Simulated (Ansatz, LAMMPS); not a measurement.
**Structural relaxation of a frame of liquid ethyl methyl carbonate from 300 K (120 atoms)**

Aim: bring a frame of liquid ethyl methyl carbonate from 300 K (120 atoms) to a nearby minimum of the energy and see what moves.

Calculated with Ansatz 0.2.0; Kohn-Sham DFT, PBE+D4, PAW (set soft_2), plane waves.

### 1. Set-up

The cell holds 120 atoms: 32 C, 24 O and 64 H. Its edges and angles: a = 11.104 Å, b = 11.104 Å, c = 11.104 Å, α = 90.0°, β = 90.0°, γ = 90.0°. 8 ethyl methyl carbonate placed at random, at 1.01 g/cm³; overlaps pushed apart, then 10 ps at 450 K with MMFF94 bonds, angles, torsions, charges and radii (Halgren, J. Comput. Chem. 17, 490 (1996)) in harmonic and 12-6 forms. Snapshot after 20 ps at 300 K and fixed volume.

Before any run, some limits are plain. The network of contacts between molecules at the start is that of the classical potential that made the cell. The density was typed from a rule of thumb and may lie off the real one at this temperature. The Brillouin zone is sampled at Γ only, in a cell whose shortest periodic width is 11 Å.

### 2. How the cell was made

A classical potential makes the cell, at a small fraction of what the same run would cost in DFT.

This step: classical MD, MMFF94 bonds, angles, torsions, charges and radii (Halgren, J. Comput. Chem. 17, 490 (1996)) in harmonic and 12-6 forms (LAMMPS 22 Jul 2025 - Update 4).

in.lmp

```
# liquid ethyl methyl carbonate
units real
atom_style full
boundary p p p
bond_style harmonic
angle_style harmonic
dihedral_style opls
improper_style harmonic
special_bonds lj 0 0 0.5 coul 0 0 0.75
read_data data.lmp
neigh_modify delay 0 every 1 check yes one 4000
comm_modify cutoff 12.0
timestep 0.5
thermo_style custom step time temp pe press density
thermo_modify norm yes
# push overlapping molecules apart
pair_style soft 2.6
pair_coeff * * 0.0
variable a equal ramp(1,60)
fix ad all adapt 1 pair soft a * * v_a
velocity all create 450 878621 mom yes dist gaussian
fix lim all nve/limit 0.03
fix lan all langevin 450 450 50 878622 zero yes
thermo 1000
run 3000 post no
unfix ad
pair_style lj/cut/coul/long 9.0
pair_modify mix arithmetic tail yes
pair_coeff 1 1 0.0678 3.3680   # C
pair_coeff 2 2 0.0763 3.0430   # O
pair_coeff 3 3 0.0678 3.4070   # C
pair_coeff 4 4 0.0763 2.9870   # O
pair_coeff 5 5 0.0216 2.5400   # H
kspace_style pppm 1.0e-4
# [... 17 lines left out ...]
compute msd all msd com yes
thermo 5000
fix md all nvt temp 300 300 100
run 20000 post no
print "== T300: mean square displacement over the hold $(c_msd[4]:%.2f) A^2"
unfix md
uncompute msd
write_dump all custom T300.dump id type xs ys zs modify sort id
```

On the command line:

```bash
lmp -in in.lmp -log none -nocite
```

Numbers of over 12 decimals in the logs are rounded to 6 here.

Output:

```text
LAMMPS (22 Jul 2025 - Update 4)
Reading data file ...
  orthogonal box = (0 0 0) to (11.10443 11.10443 11.10443)
  120 atoms
  orthogonal box = (0 0 0) to (11.10443 11.10443 11.10443)
  112 bonds
  184 angles
  152 dihedrals
  8 impropers
   Step          Time           Temp          PotEng         Press         Density
         0   0              450            0.19619595     1558.3255      1.010001
      1000   500            406.9421       1.2409513      15150.284      1.010001
      2000   1000           466.81424      1.1963398      20084.756      1.010001
      3000   1500           439.09001      1.3204334      16104.596      1.010001
[... 29 lines left out ...]
Loop time of 7.38816 s on 1 MPI rank(s) for 10000 steps with 120 atoms
   Step          Time           Temp          PotEng         Press         Density
[... 4 lines left out ...]
Loop time of 4.44814 s on 1 MPI rank(s) for 5000 steps with 120 atoms
   Step          Time           Temp          PotEng         Press         Density
[... 2 lines left out ...]
     25000   24000          267.33571     -2.1876861     -827.49921      1.010001
     30000   29000          310.70084     -2.4016797      6630.0576      1.010001
     35000   34000          337.74474     -2.3942383      9719.3012      1.010001
     37000   36000          330.38149     -2.4465102      9.0915244      1.010001
Loop time of 15.8857 s on 1 MPI rank(s) for 20000 steps with 120 atoms
== T300: mean square displacement over the hold 12.32 A^2
```

Run time: 31 s. Hardware: 1 thread of Intel Xeon Platinum 8175M at 2.50GHz (Skylake/Cascade Lake), shared host; peak memory 0.12 GiB.

The input also reads data.lmp (atoms, bonds and types; not printed here).

### 3. Single point at the start

The forces at the start show how far the geometry lies from a minimum of this functional.

input.yaml

```yaml
crystal:
  lattice:
    - [11.10443, 0.0, 0.0]
    - [0.0, 11.10443, 0.0]
    - [0.0, 0.0, 11.10443]
  atoms:
    - { symbol: C, position: [0.71283, 0.34772, 0.72549] }
    - { symbol: C, position: [0.80014, 0.30507, 0.82135] }
    - { symbol: O, position: [0.75981, 0.19042, 0.87179] }
    - { symbol: C, position: [0.65592, 0.19616, 0.93713] }
    - { symbol: O, position: [0.60198, 0.28798, 0.9576] }
    - { symbol: O, position: [0.62295, 0.08331, 0.96741] }
    - { symbol: C, position: [0.50832, 0.07085, 0.02165] }
    - { symbol: H, position: [0.6274, 0.36926, 0.76716] }
    - { symbol: H, position: [0.75786, 0.42491, 0.67851] }
    - { symbol: H, position: [0.70682, 0.27141, 0.65872] }
    - { symbol: H, position: [0.81714, 0.37315, 0.89386] }
    - { symbol: H, position: [0.88464, 0.27965, 0.77071] }
    - { symbol: H, position: [0.53006, 0.04031, 0.11192] }
    - { symbol: H, position: [0.45283, 0.15667, 0.01645] }
    - { symbol: H, position: [0.44842, 0.99981, 0.98745] }
    - { symbol: C, position: [0.15882, 0.79531, 0.8363] }
    - { symbol: C, position: [0.14237, 0.92432, 0.79993] }
    - { symbol: O, position: [0.05296, 0.97576, 0.87483] }
    - { symbol: C, position: [0.08448, 0.05265, 0.96577] }
    - { symbol: O, position: [0.1866, 0.07233, 0.99741] }
    - { symbol: O, position: [0.98333, 0.10674, 0.00019] }
    - { symbol: C, position: [0.01484, 0.18004, 0.09645] }
    - { symbol: H, position: [0.07748, 0.74233, 0.82022] }
    - { symbol: H, position: [0.23149, 0.75711, 0.77884] }
    - { symbol: H, position: [0.19179, 0.77815, 0.92607] }
    - { symbol: H, position: [0.11936, 0.93322, 0.70477] }
    - { symbol: H, position: [0.22864, 0.96498, 0.8023] }
    - { symbol: H, position: [0.06044, 0.11857, 0.16348] }
    - { symbol: H, position: [0.07858, 0.25358, 0.07166] }
    - { symbol: H, position: [0.92942, 0.21671, 0.13041] }
    - { symbol: C, position: [0.08989, 0.54134, 0.07595] }
    - { symbol: C, position: [0.15035, 0.57338, 0.19573] }
    - { symbol: O, position: [0.26254, 0.50908, 0.21023] }
    - { symbol: C, position: [0.25458, 0.39419, 0.24185] }
    - { symbol: O, position: [0.15906, 0.35473, 0.27376] }
    - { symbol: O, position: [0.36451, 0.34275, 0.24188] }
    - { symbol: C, position: [0.35388, 0.22818, 0.29989] }
    - { symbol: H, position: [0.00041, 0.57799, 0.06739] }
    - { symbol: H, position: [0.14781, 0.57926, 0.00624] }
    - { symbol: H, position: [0.09812, 0.44245, 0.06744] }
    - { symbol: H, position: [0.09161, 0.55631, 0.27126] }
    - { symbol: H, position: [0.17704, 0.67451, 0.19242] }
    - { symbol: H, position: [0.30967, 0.2333, 0.38176] }
    - { symbol: H, position: [0.31943, 0.15276, 0.24596] }
    - { symbol: H, position: [0.44462, 0.20821, 0.33236] }
    - { symbol: C, position: [0.03784, 0.57534, 0.57811] }
    - { symbol: C, position: [0.93216, 0.58803, 0.48704] }
    - { symbol: O, position: [0.90562, 0.4833, 0.42596] }
    - { symbol: C, position: [0.79957, 0.48153, 0.36561] }
    - { symbol: O, position: [0.725, 0.55993, 0.36216] }
    - { symbol: O, position: [0.79408, 0.37714, 0.29881] }
    - { symbol: C, position: [0.68148, 0.35783, 0.24217] }
    - { symbol: H, position: [0.11587, 0.54004, 0.53544] }
    - { symbol: H, position: [0.05787, 0.65976, 0.62438] }
    - { symbol: H, position: [0.00848, 0.51594, 0.64578] }
    - { symbol: H, position: [0.95133, 0.6563, 0.41928] }
    - { symbol: H, position: [0.85127, 0.61338, 0.53612] }
    - { symbol: H, position: [0.60936, 0.33545, 0.30446] }
    - { symbol: H, position: [0.66005, 0.43352, 0.18304] }
    - { symbol: H, position: [0.68805, 0.28422, 0.18104] }
    - { symbol: C, position: [0.16807, 0.87953, 0.3696] }
    - { symbol: C, position: [0.29754, 0.8877, 0.33538] }
    - { symbol: O, position: [0.35717, 0.99012, 0.38305] }
    - { symbol: C, position: [0.38913, 0.98076, 0.50026] }
    - { symbol: O, position: [0.36869, 0.89476, 0.56428] }
    - { symbol: O, position: [0.44723, 0.08186, 0.53712] }
    - { symbol: C, position: [0.46178, 0.08294, 0.66908] }
    - { symbol: H, position: [0.15742, 0.89558, 0.4655] }
    - { symbol: H, position: [0.11268, 0.94226, 0.31673] }
    - { symbol: H, position: [0.144, 0.78558, 0.35741] }
    - { symbol: H, position: [0.30686, 0.89041, 0.23935] }
    - { symbol: H, position: [0.34273, 0.80668, 0.3707] }
    - { symbol: H, position: [0.53767, 0.14362, 0.68919] }
    - { symbol: H, position: [0.37334, 0.12051, 0.71083] }
    - { symbol: H, position: [0.47731, 0.99474, 0.70418] }
    - { symbol: C, position: [0.44579, 0.60403, 0.45947] }
    - { symbol: C, position: [0.41691, 0.60341, 0.59132] }
    - { symbol: O, position: [0.53218, 0.60872, 0.65476] }
    [... 36 atom lines left out ...]
    - { symbol: H, position: [0.78055, 0.95816, 0.8327] }
    - { symbol: H, position: [0.78463, 0.73526, 0.68068] }
    - { symbol: H, position: [0.894, 0.84816, 0.67298] }
    - { symbol: H, position: [0.57423, 0.87692, 0.26687] }
    - { symbol: H, position: [0.67516, 0.00411, 0.29012] }
    - { symbol: H, position: [0.72538, 0.85106, 0.27743] }
kpoints:
  mp_grid: { grid: [1, 1, 1] }
hamiltonian:
  xc: pbe
  dispersion: d4
scf:
  occupations: { method: fixed }
output:
  forces: true
  stress: true
  populations: true
  dos:
    method: { smearing: { sigma: 0.15 } }
    de: 0.1
    projected: { site_lists: { C: [C], H: [H], O: [O] } }
  eigenvalues: true
```

On the command line:

```bash
ansatz run input.yaml --threads 4 --pin off --max-ram 8192MiB --backend cpu --events-out ev --progress --plain --runs-dir out
```

Output:

```text
Engine: ansatz 0.2.0, x86_64-unknown-linux-gnu
Pseudopotentials: kind: paw
Pseudopotential: C, paw, valence charge 4, recommended cutoff 420 eV (normal), C.paw.azcp
Pseudopotential: O, paw, valence charge 6, recommended cutoff 420 eV (normal), O.paw.azcp
Pseudopotential: H, paw, valence charge 1, recommended cutoff 420 eV (normal), H.paw.azcp
[... 5 lines on functional and potentials left out ...]
Crystal: 120 atoms, lattice volume = 1369.269 Å³
Basis set: ecut = 420 eV, 26865 PW (Γ), exchange–correlation on 150×150×150 points (8 copies of the dense FFT grid, shifted against one another)
Bands: 288, of which v1, the nominal top of the filled ones, is band 168 counted from 1 (167 counted from 0)
Symmetry: 1 space group operations
Space group: P1 (ITA 1), of the structure as read, at distance tolerance 1.1e-4 Å
k-points: 1
[... 7 lines on functional and potentials left out ...]
Initial density: superposition of atomic densities (neutral atoms: chi_scale 0, normalization atom), corrected by the library's trained network
Initial wavefunctions: pseudopotential atomic-orbital guess
Functional: x = pbe(κ = 0.804, μ = 0.219515), c = pbe(β = 0.066725)
SCF iter   1: F=—  HF=-22664.182696 eV  |F-HF|=—  |Δ(HF+E_count)|=         —  Δρ=4.30e-3  dr2=2.89e-1  ethr=1.77e-3  ⟨swp⟩=5.0  Hψ=1005  notcnv=0  defer=117
preconditioner: auto → Resta (q_TF=auto, 2.159 Å⁻¹)  ε∞=2.3  [insulator: Δε(μ)=5.431 eV  Ē_g=15.843 eV  n_scr=250 (ndim 8)  ℏωp=18.0 eV  f_vac=0.295  ε∞_Penn≈2.3]
SCF iter   2: F=—  HF=-22664.146954 eV  |F-HF|=—  |Δ(HF+E_count)|=   3.57e-2  Δρ=2.15e-3  dr2=6.76e-2  ethr=8.60e-5  ⟨swp⟩=3.0  Hψ=502  notcnv=0  defer=118
SCF iter   3: F=—  HF=-22664.152795 eV  |F-HF|=—  |Δ(HF+E_count)|=   5.84e-3  Δρ=1.42e-3  dr2=2.95e-2  ethr=2.01e-5  ⟨swp⟩=3.0  Hψ=343  notcnv=0  defer=118
SCF iter   4: F=—  HF=-22664.148807 eV  |F-HF|=—  |Δ(HF+E_count)|=   3.99e-3  Δρ=3.94e-4  dr2=2.69e-3  ethr=8.79e-6  ⟨swp⟩=3.0  Hψ=343  notcnv=0  defer=118
SCF iter   5: F=—  HF=-22664.148624 eV  |F-HF|=—  |Δ(HF+E_count)|=   1.83e-4  Δρ=1.65e-4  dr2=4.45e-4  ethr=7.99e-7  ⟨swp⟩=2.0  Hψ=326  notcnv=0  defer=118
SCF iter   6: F=—  HF=-22664.148564 eV  |F-HF|=—  |Δ(HF+E_count)|=   6.06e-5  Δρ=8.88e-5  dr2=9.54e-5  ethr=1.32e-7  ⟨swp⟩=2.0  Hψ=344  notcnv=0  defer=118
SCF iter   7: F=—  HF=-22664.147260 eV  |F-HF|=—  |Δ(HF+E_count)|=   1.30e-3  Δρ=2.47e-5  dr2=7.48e-6  ethr=2.84e-8  ⟨swp⟩=2.0  Hψ=456  notcnv=0  defer=118
SCF iter   8: F=—  HF=-22664.147258 eV  |F-HF|=—  |Δ(HF+E_count)|=   1.27e-6  Δρ=1.40e-5  dr2=2.40e-6  ethr=2.23e-9  ⟨swp⟩=2.0  Hψ=339  notcnv=0  defer=118
SCF iter   9: F=—  HF=-22664.147258 eV  |F-HF|=—  |Δ(HF+E_count)|=   6.09e-7  Δρ=4.04e-6  dr2=2.18e-7  ethr=7.13e-10  ⟨swp⟩=2.0  Hψ=339  notcnv=0  defer=118
SCF iter  10: F=-22664.147258 eV  HF=-22664.147258 eV  |F-HF|=1.76e-8  |Δ(HF+E_count)|=   5.79e-8  Δρ=1.50e-6  dr2=3.13e-8  ethr=2.98e-11  ⟨swp⟩=16.0  Hψ=2006  notcnv=0
SCF 1 converged in 10 iterations: F = -22664.147258 eV  dr2 = 3.13e-8
  greatest PAW one-centre occupation: 0.879 electrons in one spin orbital (limit 2), on the O atom at site 49 (counted from 0), in its partial waves of l = 0
SCF converged after 10 iterations
Free energy (F): -22664.147258 eV
Harris-Foulkes:  -22664.147258 eV  (|F-HF|=1.76e-8)
Internal energy: -22664.147258 eV  (E = F + TS)
E sigma→0 (E₀):  -22664.147258 eV
Fermi energy:    -2.032564 eV
--- Per-component energies (eV) ---
  E_band       = -3018.229890
  E_kinetic    = 8004.128525
  E_local      = -30225.367820  (includes V_loc(G=0)·N_el)
  E_nonlocal   = 2132.218645
  E_hartree    = 11537.644945
  E_xc         = -3863.394270
  E_vxc        = -4876.481708  (∫ρ·V_xc dr)
  E_paw        = -7015.516792  (= ΣΔE_a)
  E_vpaw       = -1127.988935  (= ΣTr[D̂ρ^β])
  E_aug_tail   = -0.028944  (compensation charges beyond the density's cutoff)
  E_ewald      = -3228.873454
  E_disp       = -4.958092  (pairwise vdW)
  E_smearing   = -0.000000  (= −TS)
  E_closure    = 0.000000  (closes the sum)
  Σ components = -22664.147258   (vs F -22664.147258, Δ=0.00e0)
--- Forces (eV/Å), atoms counted from 1 ---
  atom   1  C      1.07999304    -0.45340598    -0.71971104
  atom   2  C      0.71043541    -0.27352945    -0.62024661
  atom   3  O     -0.44208945    -0.16232198     0.68289485
  atom   4  C      0.92831390    -0.36370298    -1.14985133
  atom   5  O     -0.64419668     0.65124674     0.57709179
  atom   6  O      0.40024633    -0.05069241    -1.02149537
  atom   7  C     -1.33862564     0.75213379     0.83175924
  atom   8  H     -0.32993291     0.31721729    -0.38070642
  atom   9  H     -0.74641067    -0.33444785     0.30555318
  atom  10  H     -0.26542718     0.74402386     0.44238780
  atom  11  H     -0.08579709    -0.57061014    -0.42946451
  atom  12  H     -0.46075870     0.24873888     1.03261468
  atom  13  H     -0.41018599     0.38795249     0.73609701
  atom  14  H      0.88352562    -0.85691068     0.41103291
[...]
atom 119  H     -0.05722869     0.28410701    -0.55707975
  atom 120  H      0.30172247     0.16866449     0.46702467
  max |Σ_I F_I| component: 1.33e-4 eV/Å
--- Stress (GPa, compression-positive) ---
       -0.182450       0.312394      -0.140088
        0.312394       1.480728       0.101131
       -0.140088       0.101130       0.596494
  P = ⅓ Tr σ = 0.6316 GPa (6.316 kbar)
--- Band table (eV) ---
  k-point 0: bands = ["-24.5661", "-24.3273", "-24.2695", "-24.1216", [... 272 levels ...], "10.1735", "10.1786", "10.2689", "10.3080", "10.3221", "10.3722", "10.4882", "10.5004", "10.5373", "10.6085", "10.6348", "10.7214"]
--- Löwdin populations: 120 sites ---
  site symbol       q [e]
     0      C      4.4417
     1      C      4.0405
     2      O      6.2780
[...]
119      H      0.7805
  spilling = 0.013720 (of n_electrons = 336.000000)
```

It took 22 s on 4 threads of Intel Xeon Platinum 8175M at 2.50GHz (Skylake/Cascade Lake), shared host; peak memory 1.5 GiB; 78 s of CPU time.

The column dr2 measures how far the density is from self-consistency, as an energy; F and HF (Harris–Foulkes) agree once it is small.

Read from the output:

```
free energy                                      : -22664.1473 eV
free energy per atom                             : -188.8679 eV/atom
SCF cycles                                       : 10
pressure                                         : 0.6316 GPa
r.m.s. force component                           : 0.8198 eV/Å
longest force                                    : 4.2 eV/Å
Fermi energy                                     : -2.033 eV
gap (highest filled to lowest empty level) : 5.425 eV
spilling of the projection                       : 0.01372
```

The r.m.s. force component of 0.82 eV/Å and the pressure of 0.63 GPa set the starting point.

Neighbours are counted within 1.34 Å (H-C), 1.85 Å (C-C), 1.73 Å (C-O).

Length of the force by element and coordination:

```csv
element,coordination,atoms,mean length of the force (eV/Å),spread,least,most
C,all,32,1.77,0.864,0.397,4.20
C,3,8,1.78,0.994,0.397,3.55
C,4,24,1.76,0.816,0.426,4.20
H,all,64,0.895,0.493,0.0656,2.44
O,all,24,1.33,0.600,0.415,2.90
O,1,8,1.25,0.674,0.415,2.49
O,2,16,1.38,0.555,0.722,2.90
```

[end of part 1 of 3]

[Logs are printed without paths, hosts, clocks, repeated set-up lines and the standing remarks that a program may print on its own settings, such as how far it seeks lower states.]

[Hosts, paths, dates, database ids (printed as entryN), source tags and the programs' standing remarks are cut or masked in the printed files.]

[The MMFF94 radii named for the starting cell were scaled by 0.96; in molecules described by MMFF94, hydrogen bound to N, O or S took a small fixed 12-6 site in their place.]
